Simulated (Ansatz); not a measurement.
# CsZnH3 in P4bm, a phase reached by a soft mode: a soft mode frozen in

Aim: this structure of CsZnH3 in P4bm, a phase reached by a soft mode is to be tested for unstable modes, and one is followed downhill.

Calculated with Ansatz 0.2.0; DFT r2SCAN, scalar-relativistic, plane waves, PAW; PAW set soft_1.

The structure was built from a prototype and need not be the compound's stable phase.

## Step 1: Starting point

Symmetry: P4bm, No. 100, tetragonal system. Conventional cell: a = 5.928 Å, b = 5.928 Å, c = 5.313 Å, α = 90.00°, β = 90.00°, γ = 90.00°. Nearest to Cs lie 8 H at 3.09 to 3.10 Å. Nearest to Zn lie 3 H at 1.60 to 1.62 Å. Nearest to H lie 2 Zn at 1.60 to 2.81 Å and 6 H at 2.69 to 3.10 Å and 2 Cs at 3.10 Å. H has 1 Zn at 1.62 Å and 2 H at 2.69 Å and 4 Cs at 3.09 Å nearest. Farther neighbours are not listed.

## Step 2: Zone-centre response

This phase was reached earlier by freezing in an unstable mode of a structure of higher symmetry and relaxing. Its zone-centre modes can show that it is still unstable.

Contents of input.yaml:

```yaml
crystal:
  lattice:
    - [5.927903034, 0.0, 0.0]
    - [0.0, 5.927903034, 0.0]
    - [0.0, 0.0, 5.3127044245]
  atoms:
    - { symbol: Cs, position: [0.5, 0.5, 0.0294963537] }
    - { symbol: Cs, position: [0.0, 0.0, 0.0294963537] }
    - { symbol: Zn, position: [0.0, 0.5, 0.5638645355] }
    - { symbol: Zn, position: [0.5, 0.0, 0.5638645355] }
    - { symbol: H, position: [0.1737101989, 0.3262898011, 0.4413613099] }
    - { symbol: H, position: [0.8262898011, 0.6737101989, 0.4413613099] }
    - { symbol: H, position: [0.3262898011, 0.8262898011, 0.4413613099] }
    - { symbol: H, position: [0.6737101989, 0.1737101989, 0.4413613099] }
    - { symbol: H, position: [0.0, 0.5, 0.8679630063] }
    - { symbol: H, position: [0.5, 0.0, 0.8679630063] }
kpoints:
  mp_grid: { grid: [4, 4, 4] }
hamiltonian:
  xc: r2scan
  pseudopotentials: { kind: paw, azcp: { folder: soft_1 } }
scf:
  occupations: { method: fixed }
output:
  eigenvalues: true
phonons:
  method: dfpt
  dielectric: true
  rigid_motions: translations
```

Launch:

```bash
$ ansatz run input.yaml --threads 4 --pin off --max-ram 16384MiB --backend cpu --events-out ev --progress --plain --runs-dir out
```

Numbers of over 12 decimals in the logs are rounded to 6 here.

The program printed:

```text
Engine: ansatz 0.2.0, aarch64-unknown-linux-gnu
Pseudopotentials: kind: paw
Pseudopotential: Cs, paw, valence charge 9, recommended cutoff 500 eV (meta_gga), soft_1/Cs.paw.azcp
Pseudopotential: Zn, paw, valence charge 12, recommended cutoff 500 eV (meta_gga), soft_1/Zn.paw.azcp
Pseudopotential: H, paw, valence charge 1, recommended cutoff 500 eV (meta_gga), soft_1/H.paw.azcp
Functional definition: r2SCAN
  parameter k0 = 0.174
  parameter k1 = 0.065
  parameter a1 = 4.9479
  exchange = r2scan_x(k0 = k0, k1 = k1, a1 = a1)
  correlation = r2scan_c
Crystal: 10 atoms, lattice volume = 186.689 Å³
Basis set: ecut = 500 eV, 4711 PW (Γ), exchange–correlation on 288×288×240 points (216 copies of the dense FFT grid, shifted against one another)
Bands: 34, of which v1, the nominal top of the filled ones, is band 24 counted from 1 (23 counted from 0)
Symmetry: 8 space group operations
k-points: 36 of 64 (irreducible under 1 space group operation, time reversal used)
Non-local potential: Cs, projectors of the file, l = 0: 3, l = 1: 2, l = 2: 2, l = 3: 2
Non-local potential: Zn, projectors of the file, l = 0: 2, l = 1: 2, l = 2: 3, l = 3: 1
Non-local potential: H, projectors of the file, l = 0: 2, l = 1: 1
PAW form: soft (Blöchl's): semilocal exchange-correlation on the pseudo side does not see the compensation charge
PAW frozen core: Cs, regenerated for the run's functional (the file was generated under x = pbe(κ = 0.804, μ = 0.219515), c = pbe(β = 0.066725))
PAW frozen core: Zn, regenerated for the run's functional (the file was generated under x = pbe(κ = 0.804, μ = 0.219515), c = pbe(β = 0.066725))
PAW one-centre angular grid: Cs, 302 points (default); XC on 160 Gauss nodes
PAW one-centre angular grid: Zn, 590 points (default); XC on 160 Gauss nodes
PAW one-centre angular grid: H, 302 points (default); XC on 160 Gauss nodes
Initial density: superposition of atomic densities (chi_scale 0.1, normalization cell, long waves kept (reshape's long-wave potential 0.02 eV rms))
Initial wavefunctions: pseudopotential atomic-orbital guess
Functional: x = r2scan, c = r2scan; τ floored in thin density (d = 2e-4 eV/Å³)
SCF iter   1: F=—  HF=-18124.358311 eV  |F-HF|=—  |Δ(HF+E_count)|=         —  Δρ=9.53e-2  dr2=1.37e1  dr2_τ=5.38e-2  ethr=3.10e-3  ⟨swp⟩=5.0  Hψ=4979  notcnv=0  defer=269
preconditioner: auto → Resta (q_TF=auto, 2.176 Å⁻¹)  ε∞=4.4  [insulator: Δε(μ)=3.625 eV  Ē_g=9.793 eV  n_scr=30 (ndim 8)  ℏωp=18.0 eV  f_vac=0.001  ε∞_Penn≈4.4]
SCF iter   2: F=—  HF=-18121.685616 eV  |F-HF|=—  |Δ(HF+E_count)|=    2.67e0  Δρ=4.46e-2  dr2=2.16e0  dr2_τ=2.44e-2  ethr=3.10e-3  ⟨swp⟩=3.0  Hψ=2999  notcnv=0  defer=276
SCF iter   3: F=—  HF=-18120.904005 eV  |F-HF|=—  |Δ(HF+E_count)|=   7.82e-1  Δρ=1.65e-2  dr2=6.36e-1  dr2_τ=5.47e-3  ethr=3.10e-3  ⟨swp⟩=2.0  Hψ=2276  notcnv=0  defer=173
SCF iter   4: F=—  HF=-18120.895714 eV  |F-HF|=—  |Δ(HF+E_count)|=   8.29e-3  Δρ=6.87e-3  dr2=7.42e-2  dr2_τ=5.47e-4  ethr=1.33e-3  ⟨swp⟩=2.0  Hψ=2124  notcnv=0  defer=267
SCF iter   5: F=—  HF=-18120.916274 eV  |F-HF|=—  |Δ(HF+E_count)|=   2.06e-2  Δρ=1.85e-3  dr2=5.40e-3  dr2_τ=4.37e-5  ethr=1.54e-4  ⟨swp⟩=2.1  Hψ=1719  notcnv=0  defer=283
SCF iter   6: F=—  HF=-18120.916859 eV  |F-HF|=—  |Δ(HF+E_count)|=   5.85e-4  Δρ=4.57e-4  dr2=2.90e-4  dr2_τ=1.67e-6  ethr=1.12e-5  ⟨swp⟩=2.2  Hψ=1755  notcnv=0  defer=285
SCF iter   7: F=—  HF=-18120.916900 eV  |F-HF|=—  |Δ(HF+E_count)|=   4.11e-5  Δρ=2.00e-4  dr2=5.20e-5  dr2_τ=1.07e-7  ethr=6.03e-7  ⟨swp⟩=2.6  Hψ=1805  notcnv=0  defer=278
SCF iter   8: F=—  HF=-18120.916888 eV  |F-HF|=—  |Δ(HF+E_count)|=   1.22e-5  Δρ=1.32e-5  dr2=3.24e-7  dr2_τ=9.13e-9  ethr=1.08e-7  ⟨swp⟩=2.0  Hψ=1673  notcnv=0  defer=186
SCF iter   9: F=—  HF=-18120.916857 eV  |F-HF|=—  |Δ(HF+E_count)|=   3.04e-5  Δρ=8.47e-6  dr2=9.85e-8  dr2_τ=1.16e-9  ethr=6.74e-10  ⟨swp⟩=2.0  Hψ=2010  notcnv=0  defer=148
SCF iter  10: F=—  HF=-18120.916857 eV  |F-HF|=—  |Δ(HF+E_count)|=   1.41e-8  Δρ=7.00e-7  dr2=1.43e-9  dr2_τ=2.43e-11  ethr=2.05e-10  ⟨swp⟩=2.0  Hψ=1560  notcnv=0  defer=148
SCF iter  11: F=—  HF=-18120.916857 eV  |F-HF|=—  |Δ(HF+E_count)|=  4.33e-10  Δρ=2.44e-7  dr2=1.04e-10  dr2_τ=2.37e-12  ethr=2.97e-12  ⟨swp⟩=2.0  Hψ=1871  notcnv=0  defer=148
SCF iter  12: F=-18120.916857 eV  HF=-18120.916857 eV  |F-HF|=2.91e-11  |Δ(HF+E_count)|=  3.64e-11  Δρ=8.17e-8  dr2=9.62e-12  dr2_τ=1.33e-13  ethr=1.00e-12  ⟨swp⟩=17.2  Hψ=9282  notcnv=0
SCF 1 converged in 12 iterations: F = -18120.916857 eV  dr2 = 9.62e-12
  greatest PAW one-centre occupation: 0.983 electrons in one spin orbital (limit 2), on the Zn atom at site 2 (counted from 0), in its partial waves of l = 2
DFPT response loops at Γ: preconditioner auto → none (the input reference at scf.mixing.eps_inf says where Resta's filter doesn't serve); β = 0.50; Broyden in place of MSR1
── the response to a field inside a basis, on 4×4×4 k-points: an SCF that follows is theirs, and a resumed run solves both again ──
Bands: 25, of which v1, the nominal top of the filled ones, is band 24 counted from 1 (23 counted from 0)
k-points: 6 of 64 (time reversal used)
Initial density: handed on by an earlier stage of this run
Initial wavefunctions: pseudopotential atomic-orbital guess (no wavefunctions were taken with the density)
Eigensolver: Dense (6 Hₖ)
SCF iter   1: F=—  HF=-18120.837952 eV  |F-HF|=—  |Δ(HF+E_count)|=         —  Δρ=3.42e-4  dr2=5.48e-5  dr2_τ=1.98e-5  ethr=1.00e-1
preconditioner: auto → Resta (q_TF=auto, 2.176 Å⁻¹)  ε∞=4.9  [insulator: Δε(μ)=4.020 eV  Ē_g=9.134 eV  n_scr=30 (ndim 8)  ℏωp=18.0 eV  f_vac=0.012  ε∞_Penn≈4.9]
SCF iter   2: F=—  HF=-18120.838035 eV  |F-HF|=—  |Δ(HF+E_count)|=   8.25e-5  Δρ=3.07e-4  dr2=7.15e-5  dr2_τ=3.72e-6  ethr=1.14e-7
SCF iter   3: F=—  HF=-18120.838056 eV  |F-HF|=—  |Δ(HF+E_count)|=   2.09e-5  Δρ=7.13e-5  dr2=3.34e-6  dr2_τ=4.91e-7  ethr=1.14e-7
SCF iter   4: F=—  HF=-18120.838054 eV  |F-HF|=—  |Δ(HF+E_count)|=   1.44e-6  Δρ=1.36e-5  dr2=2.86e-7  dr2_τ=3.37e-9  ethr=6.95e-9
SCF iter   5: F=-18120.838055 eV  HF=-18120.838055 eV  |F-HF|=9.39e-9  |Δ(HF+E_count)|=   2.64e-7  Δρ=2.93e-6  dr2=8.15e-9  dr2_τ=8.22e-10  ethr=5.95e-10
SCF 1 converged in 5 iterations: F = -18120.838055 eV  dr2 = 8.15e-9
  greatest PAW one-centre occupation: 0.983 electrons in one spin orbital (limit 2), on the Zn atom at site 3 (counted from 0), in its partial waves of l = 2
DFPT response loops at Γ: mixed as the last ones told, above
SCF converged after 12 iterations
Free energy (F): -18120.916857 eV
Harris-Foulkes:  -18120.916857 eV  (|F-HF|=2.91e-11)
Internal energy: -18120.916857 eV  (E = F + TS)
E sigma→0 (E₀):  -18120.916857 eV
Fermi energy:    2.420685 eV
--- Per-component energies (eV) ---
  E_band       = -191.476059
  E_kinetic    = 660.368852
  E_local      = -5382.367744  (includes V_loc(G=0)·N_el)
  E_nonlocal   = 1692.430561
  E_hartree    = 2087.010333
  E_xc         = -530.735994
  E_vxc        = -479.360228  (∫ρ·V_xc dr)
  E_paw        = -14003.816604  (= ΣΔE_a)
  E_vpaw       = -879.529378  (= ΣTr[D̂ρ^β])
  E_aug_tail   = -0.000298  (compensation charges beyond the density's cutoff)
  E_vtau       = 22.961313  (kinetic-family band-sum trace: ∫τ·v_τ [+ j·A + Jᵃ·Aᵃ] dr)
  E_ewald      = -2643.540490
  E_core_change = -0.265473  (= ΣΔE_core)
  E_smearing   = -0.000000  (= −TS)
  E_closure    = 0.000000  (closes the sum)
  Σ components = -18120.916857   (vs F -18120.916857, Δ=0.00e0)
--- Band table (eV; the first three rows and the last of 36) ---
  k-point 0: bands = [... 20 lower, 1.3748, 1.3748, 1.8287, 2.4207, 6.8005, 6.8118, 7.5399, 7.6791, ... 6 higher]
  k-point 1: bands = [... 20 lower, 1.1893, 1.1893, 1.3104, 1.9361, 6.7229, 7.4461, 7.4461, 7.4472, ... 6 higher]
  k-point 2: bands = [... 20 lower, 0.7440, 1.0159, 1.0159, 1.4538, 6.9469, 7.2061, 7.2061, 8.0233, ... 6 higher]
  k-point 35: bands = [... 20 lower, 1.2966, 1.2966, 1.8657, 1.8657, 6.8768, 6.8768, 8.4046, 8.4046, ... 6 higher]
--- Phonons (Γ-DFPT): 8 representative perturbations + reference, on 36 of 64 k-points (Σ response iterations 62) ---
  k mesh reduced under 1 symmetry operation, with k and −k counted as one. Each operation leaves every solved perturbation unchanged. A smaller set is not considered because the functional reads the kinetic-energy density
  ASR residual: 1.133e-4 → 0.000e0 eV/Å²; symmetrization residual: 1.495e-6 eV/Å²
  ASR residual per site (eV/Å²): 4.06e-5 4.06e-5 1.13e-4 1.13e-4 9.89e-6 9.89e-6 9.89e-6 9.89e-6 1.00e-5 1.00e-5
  Γ frequencies (cm⁻¹): -91.25 -91.25 0.00 0.00 0.00 42.80 45.27 45.27 81.72 81.72 86.40 89.92 253.51 253.51 391.11 473.34 473.34 555.34 567.18 600.85 656.68 656.68 737.27 737.27 1546.44 1558.21 1617.94 1617.94 1645.66 1684.73
  ε∞ (high-frequency dielectric tensor):
        3.254942     0.000000    -0.000000
        0.000000     3.254942     0.000000
       -0.000000     0.000000     3.171861
  softest optical mode at Γ: -91.25 cm⁻¹; the repairs (sum rule, projections) moved no ω² at Γ by more than (3.96 cm⁻¹)²
  Born effective charges Z* (e; rows j = field, columns β = displacement):
    site 0:
         1.17475    0.03169    0.00000
        -0.03169    1.17475   -0.00000
         0.00000   -0.00000    1.26077
    site 1:
         1.17475   -0.03169   -0.00000
         0.03169    1.17475   -0.00000
         0.00000    0.00000    1.26077
    site 2:
         1.16587   -0.04044    0.00000
        -0.04044    1.16587   -0.00000
         0.00000   -0.00000    1.00812
    site 3:
         1.16587    0.04044    0.00000
         0.04044    1.16587    0.00000
         0.00000    0.00000    1.00812
    site 4:
        -0.84343    0.21674    0.05559
         0.21674   -0.84343   -0.05559
         0.08824   -0.08824   -0.64860
    site 5:
        -0.84343    0.21674   -0.05559
         0.21674   -0.84343    0.05559
        -0.08824    0.08824   -0.64860
    site 6:
        -0.84343   -0.21674   -0.05559
        -0.21674   -0.84343   -0.05559
        -0.08824   -0.08824   -0.64860
    site 7:
        -0.84343   -0.21674    0.05559
        -0.21674   -0.84343    0.05559
         0.08824    0.08824   -0.64860
    site 8:
        -0.65376    0.03225   -0.00000
         0.03225   -0.65376   -0.00000
        -0.00000   -0.00000   -0.97169
    site 9:
        -0.65376   -0.03225   -0.00000
        -0.03225   -0.65376   -0.00000
        -0.00000   -0.00000   -0.97169
  Z* charge neutrality: 9.023e-3 e pre-enforcement
  solved inside a basis spanned on kpoints, on 4×4×4 k-points, its susceptibility summed on 6×6×6: ε∞ is read to err by 1.0e-2, Z* by 1.6e-2 e (field_mesh: kpoints solves on kpoints); Z* is corrected for what the basis lacks
  optical modes at Γ without the LO–TO term, one row a degenerate level:
      ω (cm⁻¹)  modes    IR ((D/Å)²/amu)
        -91.25      2             6.9506
         42.80      1             0.0000
         45.27      2             0.3686
         81.72      2             0.9381
         86.40      1             0.0000
         89.92      1             1.4848
        253.51      2             6.4724
[...]
optical modes at Γ + LO–TO along q̂ = [1.0000, 0.0000, 0.0000]:
      ω (cm⁻¹)  modes    IR ((D/Å)²/amu)
[...]
optical modes at Γ + LO–TO along q̂ = [0.0000, 1.0000, 0.0000]:
      ω (cm⁻¹)  modes    IR ((D/Å)²/amu)
[...]
optical modes at Γ + LO–TO along q̂ = [0.0000, 0.0000, 1.0000]:
      ω (cm⁻¹)  modes    IR ((D/Å)²/amu)
[...]
391.11      1             0.0000
        473.34      2             1.2877
        555.34      1             0.0000
        600.85      1             0.0000
        656.68      2            98.5485
        662.46      1            29.9870
        737.27      2             0.1212
       1558.21      1             0.0000
       1603.95      1            52.3088
       1617.94      2            66.8385
       1646.32      1             1.4563
       1684.73      1             0.0000
```

Wall time 6.3 min (4 threads of Arm Neoverse V1, shared host); peak memory 5.5 GiB; 25 min of CPU time.

The column dr2 measures how far the density is from self-consistency, as an energy; F and HF (Harris–Foulkes) agree once it is small.

A gap read on the k-mesh alone can miss the band edges.

Numbers from this step:

| Property | Result |
| --- | --- |
| gap on the k-mesh | 3.870 eV |
| volume per atom | 18.67 Å³ |
| sum-rule residual before enforcement | 1.13e-4 eV/Å² |
| miss of the charge sum rule | 0.009023 e |
| estimated error of the dielectric tensor | 0.01017 |
| estimated error of the Born charges | 0.01609 e |
| point group | 4mm |
| highest optical mode at the zone centre (no LO-TO term) | 1685 cm⁻¹ |
| lowest optical zone-centre mode | -91.25 cm⁻¹ |
| mean high-frequency dielectric constant | 3.227 |
| largest Born charge (third of the trace) | 1.203 e |
| top of the zone-centre spectrum with the field | 1685 cm⁻¹ |

Patterns of degenerate modes are one choice out of their space. Modes at Γ, with each element's share of the kinetic energy (negative means imaginary):

```
mode  frequency (cm⁻¹)  symmetry  Cs %  Zn %  H %
   1             -91.2         E     1    79   20
   2             -91.2         E     1    79   20
   3               0.0  acoustic    66    32    2
   4               0.0  acoustic    66    32    2
   5               0.0  acoustic    66    32    2
   6              42.8        A2   100     0    0
   7              45.3         E    92     5    3
   8              45.3         E    92     5    3
   9              81.7         E    37    61    2
  10              81.7         E    37    61    2
  11              86.4        B2     0    96    4
  12              89.9        A1    34    63    3
  13             253.5         E     4    16   80
  14             253.5         E     4    16   80
  15             391.1        B1     0     0  100
  16             473.3         E     0     0   99
  17             473.3         E     0     0   99
  18             555.3        B2     0     3   97
  19             567.2        A1     0     3   97
  20             600.9        A2     0     0  100
  21             656.7         E     0     2   98
  22             656.7         E     0     2   98
  23             737.3         E     0     2   98
  24             737.3         E     0     2   98
  25            1546.4        A1     0     1   99
  26            1558.2        B2     0     1   99
  27            1617.9         E     0     2   98
  28            1617.9         E     0     2   98
  29            1645.7        A1     0     0  100
  30            1684.7        B2     0     0  100
```

Displacements in mode 1 (-91.2 cm⁻¹), the largest set to 1:
```
Cs1  0.03  0.00  0.00
Cs2  0.02 -0.03  0.00
Zn3 -0.22  0.35  0.00
Zn4  0.14 -0.30  0.00
H5  -0.74  0.65 -1.00
H6  -0.74  0.65  1.00
H7  -0.36 -0.06  0.30
H8  -0.36 -0.06 -0.30
H9   0.23 -0.11  0.00
H10  0.25 -0.14  0.00
```

Displacements in mode 8 (45.3 cm⁻¹), the largest set to 1:
```
Cs1 -0.44 -0.47  0.00
Cs2  0.30  0.57  0.00
Zn3  0.05  0.02  0.00
Zn4  0.22 -0.22  0.00
H5   0.40 -0.35  1.00
H6   0.40 -0.35 -1.00
H7   0.23 -0.10 -0.17
H8   0.23 -0.10  0.17
H9  -0.46  0.59  0.00
H10  0.31 -0.49  0.00
```

Before it was imposed, the acoustic sum rule was missed by 1.1e-4 eV/Å² and the charge sum rule by 0.0090 e. Small misses are needed for a sound result but don't prove that mesh and cutoff are converged. The lowest optical mode is imaginary, 91.2i cm⁻¹, so the energy falls along it.

## Step 3: The mode frozen in, largest atomic shift 0 Å

The mode followed lies at Γ with frequency 91.2i cm⁻¹ and is 2-fold degenerate, the softest among the wavevectors solved. At small amplitude the distorted cell has space group no. 8 by a symmetry search on the positions. The undistorted cell that holds it gives the zero of energy on the same k mesh.

input.yaml, as its differences from that of step 2:

```diff
@@ -22,8 +22,6 @@
 scf:
-  occupations: { method: fixed }
+  occupations: { method: gaussian, width: 0.02 }
 output:
+  forces: true
+  stress: true
   eigenvalues: true
-phonons:
-  method: dfpt
-  dielectric: true
-  rigid_motions: translations
```

The program printed:

```text
[...]
Crystal: 10 atoms, lattice volume = 186.689 Å³
Basis set: ecut = 500 eV, 4711 PW (Γ), exchange–correlation on 180×180×160 points (64 copies of the dense FFT grid, shifted against one another)
Bands: 34, of which v1, the nominal top of the filled ones, is band 24 counted from 1 (23 counted from 0)
Symmetry: 8 space group operations
[...]
k-point 0: bands = [... 20 lower, 1.3748, 1.3748, 1.8287, 2.4207, 6.8005, 6.8118, 7.5399, 7.6791, ... 3 higher]
  k-point 1: bands = [... 20 lower, 1.1893, 1.1893, 1.3104, 1.9361, 6.7229, 7.4461, 7.4461, 7.4472, ... 3 higher]
  k-point 2: bands = [... 20 lower, 0.7440, 1.0159, 1.0159, 1.4537, 6.9470, 7.2061, 7.2061, 8.0233, ... 3 higher]
  k-point 17: bands = [... 20 lower, 1.2966, 1.2966, 1.8657, 1.8657, 6.8768, 6.8768, 8.4046, 8.4046, ... 3 higher]
[key lines of the parts left out:]
SCF converged after 10 iterations
Free energy (F): -18120.916857 eV
Fermi energy:    4.355688 eV
P = ⅓ Tr σ = 0.0003 GPa (0.003 kbar)
```

Run time: 7.4 s. Hardware: 4 threads; peak memory 0.76 GiB; 28 s of CPU time.

Numbers from this step:

- pressure: 3.27e-4 GPa
- energy from the undistorted cell: 0 meV/atom

At this level the gap is 3.87 eV on the k-mesh of the self-consistent run, which can miss the band edges.

## Step 4: The mode frozen in, largest atomic shift 0.45 Å

The atoms are moved along the unstable eigenvector, the largest shift by 0.45 Å, with the cell fixed.

input.yaml, the sections that differ from step 3:

```yaml
crystal:
  lattice:
    - [5.927903034, 0.0, 0.0]
    - [0.0, 5.927903034, 0.0]
    - [0.0, 0.0, 5.3127044245]
  atoms:
    - { symbol: Cs, position: [0.5006141558, 0.5015475862, 0.0294963537] }
    - { symbol: Cs, position: [0.0015475862, 0.0006141558, 0.0294963537] }
    - { symbol: Zn, position: [0.0119480082, 0.5119480082, 0.5638645355] }
    - { symbol: Zn, position: [0.4847583826, -0.0152416174, 0.5638645355] }
    - { symbol: H, position: [0.1655574577, 0.3181370599, 0.4413613099] }
    - { symbol: H, position: [0.8181370599, 0.6655574577, 0.4413613099] }
    - { symbol: H, position: [0.2887657503, 0.7887657503, 0.5019291778] }
    - { symbol: H, position: [0.6361861481, 0.1361861481, 0.380793442] }
    - { symbol: H, position: [0.0106066964, 0.5106066964, 0.8679630063] }
    - { symbol: H, position: [0.5093469568, 0.0093469568, 0.8679630063] }
# kpoints, hamiltonian, scf, output: as in step 3
```

The program printed:

```text
[...]
Crystal: 10 atoms, lattice volume = 186.689 Å³
Basis set: ecut = 500 eV, 4711 PW (Γ), exchange–correlation on 180×180×160 points (64 copies of the dense FFT grid, shifted against one another)
Bands: 34, of which v1, the nominal top of the filled ones, is band 24 counted from 1 (23 counted from 0)
Symmetry: 2 space group operations
[...]
k-point 0: bands = [... 20 lower, 1.3336, 1.4443, 1.8460, 2.3952, 6.6977, 6.8667, 7.4285, 7.6914, ... 2 higher]
  k-point 1: bands = [... 20 lower, 1.0693, 1.2567, 1.3895, 1.9085, 6.6672, 7.3206, 7.4075, 7.6915, ... 2 higher]
  k-point 2: bands = [... 20 lower, 0.6174, 1.0559, 1.0816, 1.4435, 6.7793, 7.1836, 7.4469, 7.9826, ... 2 higher]
  k-point 23: bands = [... 20 lower, 1.2887, 1.3613, 1.7661, 1.9338, 6.8376, 6.8849, 8.3924, 8.4046, ... 2 higher]
[key lines of the parts left out:]
SCF converged after 10 iterations
Free energy (F): -18120.935069 eV
Fermi energy:    4.274557 eV
P = ⅓ Tr σ = -0.4413 GPa (-4.413 kbar)
```

It took 11 s on 4 threads; peak memory 0.79 GiB; 42 s of CPU time.

This step gave:

```
pressure                         : -0.4413 GPa
gap on the k-mesh                : 3.759 eV
energy from the undistorted cell : -1.821 meV/atom
```

The energy, extrapolated to zero smearing, is -1.82 meV/atom against the undistorted cell.

The run ends at a pressure of -0.44 GPa, with forces up to 0.37 eV/Å.

(Continued in part 2 of 3.)

[Logs are printed without paths, hosts, clocks, repeated set-up lines and the standing remarks that a program may print on its own settings, such as how far it seeks lower states.]

[Hosts, paths, dates, database ids (printed as entryN), source tags and the programs' standing remarks are cut or masked in the printed files.]
